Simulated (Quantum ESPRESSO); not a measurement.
# B K-edge XANES of BN (P6_3/mmc), part 2 of 4

What does one-electron theory with a core hole give for the B K edge of BN (P6_3/mmc)?

Quantum ESPRESSO 7.5; X-ray absorption near-edge structure, plane-wave PAW LDA, one-electron final states by a Lanczos continued fraction.

So far. Step 2 (The field without a hole): The mesh shows a gap of 4.10 eV, so the hole is first treated in a charged cell, without the excited electron. Step 3 (Spectrum without a core hole, B atom 3): Main maxima below 24 eV (height): 1.2 eV (1.12), 7.6 eV (1.75), 11.0 eV (1.49), 13.6 eV (1.47), 16.4 eV (1.59) and 23.2 eV (2.53).

The database entry behind the starting cell differs from later determinations by our own check (about 0.3 % short, minor phase), so it need not match the best structure at ambient conditions.

## 6. The atom with a core hole

Level of this step: all-electron atom with a core hole and its PAW potential, LDA, scalar-relativistic (Quantum ESPRESSO).

The final state has one core electron fewer, so a PAW data set is made for an atom with that hole.

The input, B.lda-n-kjpaw-1sch.ld1.in:

```
&input
   title='B', zed=5., rel=1, iswitch=3, dft='PZ',
   config='1s1 2s2 2p1'
/
&inputp
   file_pseudopw='B.lda-n-kjpaw-1sch.UPF', author='',
   lpaw=.true.,
   pseudotype=3,
   lloc=-1,
   rcloc=1.2,
   which_augfun='PSQ',
   rmatch_augfun_nc=.true.,
   nlcc=.true.,
   new_core_ps=.true.,
   rcore=0.9,
   tm=.true.,
   zval=4,
   lgipaw_reconstruction=.true., use_paw_as_gipaw=.true.
/
4
2S  1  0  2.00  0.00  1.00  1.20  0.0
2S  1  0  0.00  3.00  1.00  1.20  0.0
2P  2  1  1.00  0.00  1.00  1.40  0.0
2P  2  1  0.00  1.50  1.00  1.40  0.0
```

The run is started by

```sh
$ ld1.x < B.lda-n-kjpaw-1sch.ld1.in > B.lda-n-kjpaw-1sch.ld1.out
```

Output:

```text
     [... banner and references ...]
PAW data will be used for GIPAW calculation
     --------------------------- All-electron run ----------------------------

     B
     scalar relativistic calculation

     atomic number is  5.00
     dft =PZ   lsd =0 sic =0 latt =0  beta=0.20 tr2=1.0E-14
     Exchange-correlation= PZ
                           (   1   1   0   0   0   0   0)
     mesh =1059 r(mesh) = 101.04461 a.u. xmin = -7.00 dx = 0.01250
     1 Ry =  13.60569312 eV, c = 137.03599908

     n l     nl                  e(Ry)          e(Ha)          e(eV)
     1 0     1S 1( 1.00)       -17.0535        -8.5268      -232.0250
     2 0     2S 1( 2.00)        -1.7293        -0.8647       -23.5289
     2 1     2P 1( 1.00)        -1.3076        -0.6538       -17.7905

     final scf error:  4.4E-15 reached in  26 iterations

     Etot =     -33.644647 Ry,     -16.822323 Ha,    -457.758739 eV

     Ekin =      33.384661 Ry,      16.692330 Ha,     454.221450 eV
     Encl =     -75.747312 Ry,     -37.873656 Ha,   -1030.594678 eV
     Eh   =      13.238966 Ry,       6.619483 Ha,     180.125302 eV
     Exc  =      -4.520961 Ry,      -2.260481 Ha,     -61.510813 eV

     normalization and overlap integrals

     s(1S/1S) =  1.000000  <r> =   0.3121  <r2> =    0.1312  r(max) =   0.2051
     s(1S/2S) = -0.000100
     s(2S/2S) =  1.000000  <r> =   1.5801  <r2> =    2.9664  r(max) =   1.2720
     s(2P/2P) =  1.000000  <r> =   1.4946  <r2> =    2.7870  r(max) =   1.1086

     ------------------------ End of All-electron run ------------------------

     --------------------- Generating PAW atomic setup --------------------

      Generating local potential from pseudized AE potential:
      Matching radius rcloc =   1.2000

[...]
(   1   1   0   0   0   0   0)
     mesh =1059 r(mesh) = 101.04461 a.u. xmin = -7.00 dx = 0.01250
     1 Ry =  13.60569312 eV, c = 137.03599908

     n l     nl                  e(Ry)          e(Ha)          e(eV)
[...]
final scf error:  4.4E-15 reached in  26 iterations

     Etot =     -33.644647 Ry,     -16.822323 Ha,    -457.758739 eV

     Ekin =      33.384661 Ry,      16.692330 Ha,     454.221450 eV
     Encl =     -75.747312 Ry,     -37.873656 Ha,   -1030.594678 eV
     Eh   =      13.238966 Ry,       6.619483 Ha,     180.125302 eV
     Exc  =      -4.520961 Ry,      -2.260481 Ha,     -61.510813 eV

     normalization and overlap integrals

     s(1S/1S) =  1.000000  <r> =   0.3121  <r2> =    0.1312  r(max) =   0.2051
     s(1S/2S) = -0.000100
     s(2S/2S) =  1.000000  <r> =   1.5801  <r2> =    2.9664  r(max) =   1.2720
     s(2P/2P) =  1.000000  <r> =   1.4946  <r2> =    2.7870  r(max) =   1.1086

     ------------------------ End of All-electron run ------------------------

     ---------------------- Testing the pseudopotential ----------------------

     B
     scalar relativistic calculation

     atomic number is  5.00   valence charge is  4.00
     dft = SLA  PZ   NOGX NOGC   lsd =0 sic =0 latt =0  beta=0.20 tr2=1.0E-14
     mesh =1059 r(mesh) = 101.04461 xmin = -7.00 dx = 0.01250

     n l     nl             e AE (Ry)        e PS (Ry)    De AE-PS (Ry)
     1 0     2S   1( 2.00)       -1.72934       -1.72935        0.00001
     2 1     2P   1( 1.00)       -1.30758       -1.30759        0.00001

     eps = 4.6E-15  iter =  3

     Etot =     -33.644647 Ry,     -16.822323 Ha,    -457.758739 eV
     Etotps =   -11.680804 Ry,      -5.840402 Ha,    -158.925428 eV

     Ekin =       9.799723 Ry,       4.899861 Ha,     133.332021 eV
     Encl =     -22.224941 Ry,     -11.112471 Ha,    -302.385734 eV
     Ehrt =       5.265375 Ry,       2.632687 Ha,      71.639073 eV
     Ecxc =      -4.520960 Ry,      -2.260480 Ha,     -61.510788 eV
     (Ecc =      -0.176193 Ry,      -0.088096 Ha,      -2.397224 eV)

     ---------------------- End of pseudopotential test ----------------------
```

Run time: 0.62 s. Hardware: 1 MPI rank of Arm Neoverse V2, shared host; peak memory 0.12 GiB.

## 7. Supercell with FCH, B atom 3

The holes are 5.0 Å apart. The excited electron is left out and a uniform background balances the charge.

The input, scf.in:

```
&control
   calculation='scf', prefix='x', pseudo_dir='../pp', outdir='tmp', tprnfor=.true.
/
&system
   ibrav=0, nat=16, ntyp=3, nbnd=36
   ecutwfc=57, ecutrho=370
   occupations='fixed'
   tot_charge=1
/
&electrons
   conv_thr=1.6e-07, electron_maxstep=120
   mixing_beta=0.5
/
ATOMIC_SPECIES
N 1.0 N.lda-n-kjpaw.UPF
B0 1.0 B.lda-n-kjpaw-1sch.UPF
B 1.0 B.lda-n-kjpaw.UPF
CELL_PARAMETERS angstrom
  4.99648000 0.00000000 0.00000000
  -2.49824000 4.32707861 0.00000000
  0.00000000 0.00000000 6.63570000
ATOMIC_POSITIONS crystal
N    0.33333333 0.16666667 0.25000000
N    0.33333333 0.66666667 0.25000000
N    0.83333333 0.16666667 0.25000000
N    0.83333333 0.66666667 0.25000000
N    0.16666667 0.33333333 0.75000000
N    0.16666667 0.83333333 0.75000000
N    0.66666667 0.33333333 0.75000000
N    0.66666667 0.83333333 0.75000000
B0   0.33333333 0.16666667 0.75000000
B    0.33333333 0.66666667 0.75000000
B    0.83333333 0.16666667 0.75000000
B    0.83333333 0.66666667 0.75000000
B    0.16666667 0.33333333 0.25000000
B    0.16666667 0.83333333 0.25000000
B    0.66666667 0.33333333 0.25000000
B    0.66666667 0.83333333 0.25000000
K_POINTS automatic
4 4 3 0 0 0
```

The run is started by

```sh
$ OMP_NUM_THREADS=1 mpirun --oversubscribe --bind-to none -np 8 pw.x -nk 8 -in scf.in > scf.out
```

Output:

```text
     [... banner and references ...]
[banner, memory and clock lines left out]
using ibrav=0 with symmetry is DISCOURAGED, use correct ibrav instead

     G-vector sticks info

     bravais-lattice index     =            0
     lattice parameter (alat)  =       9.4420  a.u.
     unit-cell volume          =     968.1492 (a.u.)^3
     number of atoms/cell      =           16
     number of atomic types    =            3
     number of electrons       =        64.00
     number of Kohn-Sham states=           36
     kinetic-energy cutoff     =      57.0000  Ry
     charge density cutoff     =     370.0000  Ry
     scf convergence threshold =      1.6E-07
     mixing beta               =       0.5000
     number of iterations used =            8  plain     mixing
     Exchange-correlation= SLA  PZ   NOGX NOGC
                           (   1   1   0   0   0   0   0)

     celldm(1)=   9.441979  celldm(2)=   0.000000  celldm(3)=   0.000000
     celldm(4)=   0.000000  celldm(5)=   0.000000  celldm(6)=   0.000000

     crystal axes: (cart. coord. in units of alat)
               a(1) = (   1.000000   0.000000   0.000000 )
               a(2) = (  -0.500000   0.866025   0.000000 )
               a(3) = (   0.000000   0.000000   1.328075 )

     reciprocal axes: (cart. coord. in units 2 pi/alat)
               b(1) = (  1.000000  0.577350 -0.000000 )
               b(2) = (  0.000000  1.154701  0.000000 )
               b(3) = (  0.000000 -0.000000  0.752970 )

     ../pp/N.lda-n-kjpaw.UPF
     Pseudo is Projector augmented-wave + core cor, Zval =  5.0
     Shape of augmentation charge: PSQ
     Using radial grid of 1085 points,  4 beta functions with:
                l(1) =   0
[...]
total energy              =    -311.45336186 Ry
     estimated scf accuracy    <       0.00000027 Ry

     iteration #  9     ecut=    57.00 Ry     beta= 0.50
     Davidson diagonalization with overlap
     ethr =  4.18E-10,  avg # of iterations =  3.8

     negative rho (up, down):  8.737E-03 0.000E+00

     End of self-consistent calculation

          k = 0.0000 0.0000 0.0000 (  7015 PWs)   bands (ev):

   -14.9857 -11.9853 -11.9853 -11.8259 -11.0068  -8.7054  -8.7054  -8.6972
    -7.4609  -5.8240  -5.8240  -3.1941  -3.1912  -3.1912  -2.6576  -2.0943
    -2.0943  -1.2372   0.5751   1.4132   1.4132   1.5318   1.5362   1.5362
     2.0412   2.0412   2.0526   4.3637   4.3637   4.6420   4.6420   4.6929
     5.9978   8.3455   8.3455   9.6071

     [... bands of 7 further k-points ...]

     highest occupied, lowest unoccupied level (ev):     5.3055    5.9562

!    total energy              =    -311.45336196 Ry
     total all-electron energy =     -1252.083995 Ry
     estimated scf accuracy    <       0.00000005 Ry

     The total energy is the sum of the following terms:
     one-electron contribution =     -64.03692933 Ry
     hartree contribution      =      66.10413342 Ry
     xc contribution           =     -69.82127364 Ry
     ewald contribution        =    -150.43101806 Ry
     one-center paw contrib.   =     -93.26827435 Ry

     convergence has been achieved in   9 iterations

     negative rho (up, down):  8.737E-03 0.000E+00

     Forces acting on atoms (cartesian axes, Ry/au):

     atom    1 type  1   force =     0.00000000    0.00000000    0.00000000
     atom    2 type  1   force =    -0.00054522   -0.00031478    0.00000000
     atom    3 type  1   force =     0.00000000    0.00062957    0.00000000
[...]
atom   15 type  3   force =    -0.00086406   -0.00049886    0.00000000
     atom   16 type  3   force =     0.00000000    0.00000000    0.00000000

     Total force =     0.228369     Total SCF correction =     0.000302

     XML data file, charge density, pseudopotentials, collected wavefunctions
```

Elapsed: 6.2 s, on 8 MPI ranks; peak memory 0.14 GiB; 48 s of CPU time.

Energy with the hole: -17035.471 eV, cores included.

[end of part 2 of 4]

[Banner, clock and machine lines of the logs are left out without a mark of their own.]

[Logs are printed without paths, hosts, clocks, repeated set-up lines and the standing remarks that a program may print on its own settings, such as how far it seeks lower states.]

[Hosts, paths, dates, database ids (printed as entryN), source tags and the programs' standing remarks are cut or masked in the printed files.]

[Lists of maxima count a maximum above −3 eV only where it reaches 4 % of the highest in the window and stands out from its surroundings by 2 % of it (1.5 % where it reaches 55 %); shoulders and weaker maxima are passed over, and of the rest the first, up to two pre-edge ones and the few strongest are named.]
